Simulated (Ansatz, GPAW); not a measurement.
**Optical response of ScF (model structure)**

Aim: the dielectric function of ScF (model structure), and the optical constants that follow from it. The structure is a model built here, which may or may not match a known phase. It was built so: All Cl replaced by F and La replaced by Sc in the R-3m structure of LaCl. The cell is first relaxed with Ansatz.

Calculated with GPAW 26.7.0; DFT, LDA, plane-wave PAW (GPAW data sets), scalar-relativistic, RPA, optical limit.

Most raw output is cut from this account.

## Step 1: Set-up

The structure is trigonal, space group R-3m (No. 166). The conventional cell has a = 3.123 Å, b = 3.123 Å, c = 21.005 Å, α = 90.00°, β = 90.00°, γ = 120.00°. Nearest to Sc lie 3 F at 2.22 Å. Nearest to F lie 3 Sc at 2.22 Å. All Cl replaced by F and La replaced by Sc in the R-3m structure of LaCl. Farther neighbours and most contacts between anions are not listed.

## Step 2: Relaxation

Spectra hang on bond lengths, so the cell is first brought to its minimum.

This step: DFT, LDA, plane-wave PAW, default files, scalar-relativistic, relaxation (Ansatz 0.2.0).

input.yaml

```yaml
crystal:
  lattice:
    - [1.5613778619, 0.9014619289, 7.00170356]
    - [-1.5613778619, 0.9014619289, 7.00170356]
    - [0.0, -1.8029238578, 7.00170356]
  atoms:
    - { symbol: Sc, position: [0.77899, 0.77899, 0.77899] }
    - { symbol: Sc, position: [0.22101, 0.22101, 0.22101] }
    - { symbol: F, position: [0.6157, 0.6157, 0.6157] }
    - { symbol: F, position: [0.3843, 0.3843, 0.3843] }
kpoints:
  mp_grid: { grid: [8, 8, 8] }
scf:
  occupations: { method: fermi_dirac, width: 0.05 }
hamiltonian:
  xc: lda
output:
  forces: true
  stress: true
relax:
  f_tol: 0.02
  max_steps: 50
  cell: {}
```

On the command line:

```
$ ansatz run input.yaml --threads 1 --pin off --max-ram 4096MiB --backend cpu --events-out ev --progress --plain --runs-dir out
```

The job ended after 58 s (1 thread of Arm Neoverse V2, shared host; peak memory 0.36 GiB).

Relaxation path:

```tsv
step	energy less that of the first step (eV)	largest force component (eV/Å)	pressure (GPa)	volume (Å³)
1	0.0000	2.8100	0.41	59.13
2	-0.3189	0.5545	-3.02	62.73
3	-0.4116	0.3092	-1.81	61.55
4	-0.4776	0.4005	0.35	60.10
5	-0.5058	0.1898	0.59	58.98
6	-0.5230	0.0463	0.60	57.87
7	-0.5222	0.0375	-0.33	58.29
8	-0.5232	0.0112	0.03	58.08
9*	-0.5396	0.0123	0.42	58.08
10	-0.5438	0.0328	0.50	57.58
11	-0.5437	0.0026	0.09	57.94
12	-0.5435	0.0020	-0.01	58.01
13*	-0.5438	0.0016	0.00	58.01
14	-0.5440	0.0067	-0.03	57.97
15	-0.5441	0.0015	0.01	57.96
16*	-0.5440	0.0015	0.00	57.96
```

Relaxation steps marked * repeat the geometry before them on a plane-wave basis chosen anew for their cell, so energy and pressure can jump there.

Forces are held to the 12 operations that the run works with; a distortion that breaks them can't arise in this run.

```tsv
cell as run	before	after	change
a (Å)	7.230	6.389	-11.6 %
b (Å)	7.230	6.389	-11.6 %
c (Å)	7.230	6.389	-11.6 %
α (°)	24.94	30.06	+20.5 %
β (°)	24.94	30.06	+20.5 %
γ (°)	24.94	30.06	+20.5 %
volume (Å³/atom)	14.78	14.49	-2.0 %
```

The atoms that moved most (Å, as changes of fractional coordinates times the final cell):

```tsv
atom	dx	dy	dz	length
Sc1	0.000	0.000	-0.263	0.263
Sc2	0.000	0.000	0.263	0.263
F3	0.000	0.000	0.115	0.115
F4	0.000	0.000	-0.115	0.115
```

The relaxed structure:

```
Sc F
1.0
     1.65669    0.95649    6.09634
    -1.65669    0.95649    6.09634
     0.00000   -1.91299    6.09634
Sc F
2 2
Direct
  0.76462 0.76462 0.76462
  0.23538 0.23538 0.23538
  0.62198 0.62198 0.62198
  0.37802 0.37802 0.37802
```

The relaxation ends with a largest force component of 0.0015 eV/Å and a pressure of 0.00 GPa.

## Step 3: Ground state

First the ground state: is it a metal or has it a gap?

This step: DFT, LDA, plane-wave PAW (GPAW data sets), scalar-relativistic, ground state (GPAW 26.7.0).

gs.py

```python
from ase import Atoms
from ase.dft.bandgap import bandgap
from gpaw import GPAW, PW, FermiDirac

atoms = Atoms(['Sc', 'Sc', 'F', 'F'],
              cell=[[1.656694156109, 0.956492816995, 6.096343260800],
                    [-1.656694156109, 0.956492816995, 6.096343260800],
                    [0.000000000000, -1.912985633989, 6.096343260800]],
              scaled_positions=[[0.764621192800, 0.764621192800, 0.764621192800],
                                [0.235378807200, 0.235378807200, 0.235378807200],
                                [0.621978651500, 0.621978651500, 0.621978651500],
                                [0.378021348500, 0.378021348500, 0.378021348500]],
              pbc=[True, True, True])
atoms.calc = GPAW(mode=PW(400), xc='LDA', kpts={'size': (8, 8, 8), 'gamma': True},
                  occupations=FermiDirac(0.05), maxiter=150, txt='gs.txt')
print('energy (eV)', atoms.get_potential_energy())
print('Fermi level (eV)', atoms.calc.get_fermi_level())
print('valence electrons', atoms.calc.get_number_of_electrons())
print('gap (eV)', bandgap(atoms.calc, output=None)[0])
print('direct gap (eV)', bandgap(atoms.calc, direct=True, output=None)[0])
atoms.calc.write('gs.gpw')
```

On the command line:

```
$ OMP_NUM_THREADS=1 python gs.py
```

It took 79 s on 1 thread; peak memory 0.23 GiB.

Read-outs, printed or worked out from the files:

- energy: -22.92 eV
- Fermi energy: 6.922 eV
- electrons: 36

There are states at the Fermi level within the smearing, so the occupations stay smeared and the carriers get a Drude term.

## Step 4: Bands for the response

The response needs many more empty bands than the density does.

This step: DFT, LDA, plane-wave PAW (GPAW data sets), scalar-relativistic, bands at fixed density (GPAW 26.7.0).

nscf.py

```python
from ase.dft.bandgap import bandgap
from gpaw import GPAW, FermiDirac

calc = GPAW('gs.gpw').fixed_density(kpts={'size': (12, 12, 12), 'gamma': True}, nbands=53, convergence={'bands': 47},
                                    occupations=FermiDirac(0.05), txt='nscf.txt')
print('gap (eV)', bandgap(calc, output=None)[0])
print('direct gap (eV)', bandgap(calc, direct=True, output=None)[0])
print('top band over the Fermi level (eV)', min(calc.get_eigenvalues(kpt=k)[46] for k in range(len(calc.get_ibz_k_points()))) - calc.get_fermi_level())
calc.write('full.gpw', mode='all')
```

On the command line:

```
$ OMP_NUM_THREADS=1 python nscf.py
```

It took 9.6 min on 1 thread; peak memory 0.42 GiB.

## Step 5: Dielectric function, RPA

Transitions between filled and empty bands, summed over the zone, give the optical response, so mesh, band count and broadening shape it.

The induced potential is part of this response.

This step: DFT, LDA, plane-wave PAW (GPAW data sets), scalar-relativistic, RPA, optical limit (GPAW 26.7.0).

df.py

```python
from gpaw.response.df import DielectricFunction

df = DielectricFunction('full.gpw', frequencies={'type': 'nonlinear', 'domega0': 0.03, 'omega2': 8},
                        ecut=30,
                        eta=0.2,
                        nbands=47,
                        rate=0.05,
                        txt='df.txt')
for direction in ['x', 'z']:
    df.get_dielectric_function(xc='RPA', direction=direction, filename=f'df_{direction}.csv')
```

On the command line:

```
$ OMP_NUM_THREADS=1 python df.py
```

Wall time 2.1 min (1 thread); peak memory 0.3 GiB.

Sum at mesh points, not converged in k. Im ε against photon energy; read off at these points:

```tsv
photon energy (eV)	E ∥ x	E ∥ z
0.50	8.67	4.29
1.00	1.99	1.07
1.50	3.54	1.33
2.00	6.98	1.55
2.50	5.65	1.39
3.00	5.67	1.48
3.50	4.79	1.36
4.00	3.96	1.67
4.50	3.95	1.94
4.89	4.38	2.78
5.00	4.36	3.15
5.50	3.80	4.35
6.00	2.21	3.23
6.50	1.58	3.05
7.00	1.08	2.45
7.50	1.36	2.24
8.00	2.15	2.66
8.50	1.77	3.57
9.00	2.30	3.93
9.50	1.96	3.41
10.00	2.29	3.34
10.38	2.71	2.43
10.50	2.66	2.15
11.00	2.07	1.61
11.50	2.03	1.29
12.00	1.45	1.39
12.50	1.30	1.37
13.00	0.944	1.21
13.50	0.685	1.02
14.00	0.545	0.991
14.50	0.486	1.05
```

Values under 1 per cm are given as 1; sum at mesh points, not converged in k. The absorption coefficient by photon energy:

```tsv
photon energy (eV)	E ∥ x (1/cm)	E ∥ z (1/cm)
0.5	2.2e5	1.6e5
1.0	70538	45897
1.5	1.0e5	55401
2.0	2.6e5	81958
2.5	3.2e5	93150
3.0	4.1e5	1.2e5
3.5	4.8e5	1.2e5
4.0	4.3e5	1.6e5
4.5	5.2e5	2.1e5
5.0	6.5e5	3.5e5
5.5	7.7e5	6.0e5
6.0	6.8e5	5.7e5
6.5	5.6e5	6.0e5
7.0	3.5e5	5.5e5
7.5	3.7e5	5.2e5
8.0	6.1e5	6.1e5
8.5	5.5e5	8.4e5
9.0	7.5e5	1.1e6
9.5	7.2e5	1.1e6
10.0	8.3e5	1.3e6
10.5	1.1e6	1.3e6
11.0	1.1e6	1.0e6
11.5	1.1e6	8.7e5
12.0	1.1e6	8.8e5
12.5	1.0e6	9.3e5
13.0	9.0e5	9.0e5
13.5	7.3e5	8.2e5
14.0	5.4e5	7.8e5
14.5	4.5e5	8.3e5
```

Sum at mesh points, not converged in k. The Im ε, E ∥ x by photon energy; read off at these points:

```tsv
photon energy (eV)	without local fields	with local fields
0.50	8.60	8.67
1.00	2.14	1.99
1.50	4.09	3.54
2.00	7.54	6.98
2.50	5.31	5.65
3.00	5.61	5.67
3.50	4.80	4.79
4.00	4.02	3.96
4.50	3.87	3.95
4.89	4.33	4.38
5.00	4.29	4.36
5.50	3.56	3.80
6.00	2.01	2.21
6.50	1.46	1.58
7.00	1.01	1.08
7.50	1.33	1.36
8.00	2.07	2.15
8.50	1.68	1.77
9.00	2.30	2.30
9.50	1.99	1.96
10.00	2.40	2.29
10.38	2.81	2.71
10.50	2.73	2.66
11.00	2.11	2.07
11.50	2.07	2.03
12.00	1.46	1.45
12.50	1.32	1.30
13.00	0.939	0.944
13.50	0.677	0.685
14.00	0.529	0.545
14.50	0.472	0.486
```

The loss function −Im 1/ε at q → 0 has structure finer than the step of the table below, so its rows give means over 0.5 eV, whole bins alone (the curve runs from 0.305 to 15.0 eV). Peaks (eV: height): E ∥ x 0.94: 0.461, 6.66: 0.722, 13.60: 1.46; E ∥ z 0.88: 0.843, 11.48: 0.758, 13.51: 0.879.

Sum at mesh points, not converged in k. Loss function −Im 1/ε at q → 0 against energy loss; means over each step:

```tsv
energy loss (eV)	E ∥ x	E ∥ z
1.0	0.240	0.416
1.5	0.0730	0.116
2.0	0.0907	0.106
2.5	0.126	0.100
3.0	0.142	0.0931
3.5	0.197	0.0840
4.0	0.201	0.0834
4.5	0.207	0.0884
5.0	0.214	0.100
5.5	0.262	0.157
6.0	0.432	0.211
6.5	0.629	0.237
7.0	0.510	0.257
7.5	0.302	0.226
8.0	0.312	0.196
8.5	0.331	0.197
9.0	0.325	0.236
9.5	0.371	0.276
10.0	0.325	0.304
10.5	0.366	0.444
11.0	0.470	0.621
11.5	0.506	0.732
12.0	0.678	0.670
12.5	0.797	0.700
13.0	1.07	0.775
13.5	1.38	0.858
14.0	1.31	0.801
14.5	0.941	0.755
```

Sum at mesh points, not converged in k. Reflectivity at normal incidence against photon energy; read off at these points:

```tsv
photon energy (eV)	E ∥ x (%)	E ∥ z (%)
0.50	83.3	79.4
1.00	10.9	4.86
1.50	22.3	9.97
2.00	29.7	11.7
2.50	25.8	11.0
3.00	26.3	11.9
3.50	25.8	12.1
4.00	20.2	13.8
4.50	21.0	14.7
5.00	24.1	18.7
5.50	27.2	21.4
5.77	29.0	18.7
6.00	25.0	16.9
6.50	16.4	16.2
7.00	5.28	13.0
7.50	6.57	11.8
8.00	11.5	14.0
8.50	9.12	18.3
9.00	12.7	21.8
9.09	13.1	22.3
9.50	11.1	21.0
10.00	12.7	26.7
10.38	17.2	28.1
10.50	18.4	27.5
11.00	17.2	20.4
11.50	19.1	14.0
11.71	21.2	12.5
12.00	19.4	11.9
12.50	18.1	12.7
13.00	16.9	12.0
13.50	13.9	10.2
14.00	7.97	7.97
14.50	4.07	8.02
```

At chosen wavelengths:

```tsv
wavelength (nm)	n x	k x	R (%) x	1/α x	n z	k z	R (%) z	1/α z
1550	0.73	1.850	54.3	67 nm	0.59	1.163	39.1	106 nm
1064	2.00	0.531	13.8	159 nm	1.53	0.355	6.3	239 nm
633	2.73	1.241	29.4	41 nm	1.92	0.399	11.6	126 nm
532	2.28	1.301	26.8	33 nm	1.89	0.405	11.2	105 nm
450	2.21	1.294	26.2	28 nm	1.95	0.355	11.7	101 nm
405	2.12	1.344	26.5	24 nm	1.95	0.379	11.9	85 nm
193	0.96	0.901	17.6	17 nm	1.69	0.910	16.2	17 nm
```

A polished face would reflect 20 % of daylight and look grey (CIE x = 0.322, y = 0.332 under D65).

## Step 6: What came out

What this shows: At this level (LDA, RPA) ScF is a metal. The mesh is too coarse to trust the carriers' weight, the reflectivity or the colour to better than tens of per cent. The cell shrank by 2.0 % in volume. A polished face would reflect 20 % of daylight and look grey (CIE x = 0.322, y = 0.332 under D65). The carriers' damping of 0.05 eV is typed, not computed; it shapes the response at the lowest energies. In this version of GPAW the matrix elements of the optical limit are incomplete, which can lower ε − 1 by up to a tenth where first-row anions or d states rule, and shift it by more in d metals. GPAW's carrier term has the form −ωp²/(ω + i·rate)², which damps like twice the rate and fails at low energy, so the curves leave the lowest energies out. The sum runs over mesh points 0.18 Å⁻¹ apart with no interpolation, so peaks are partly noise of the mesh, and the Drude plasma energy, a sum over the Fermi surface, isn't converged.

[Machine, clock and banner lines and Python warnings are left out of the logs.]

[Logs are printed without paths, hosts, clocks, repeated set-up lines and the standing remarks that a program may print on its own settings, such as how far it seeks lower states.]

[Hosts, paths, dates, database ids (printed as entryN), source tags and the programs' standing remarks are cut or masked in the printed files.]
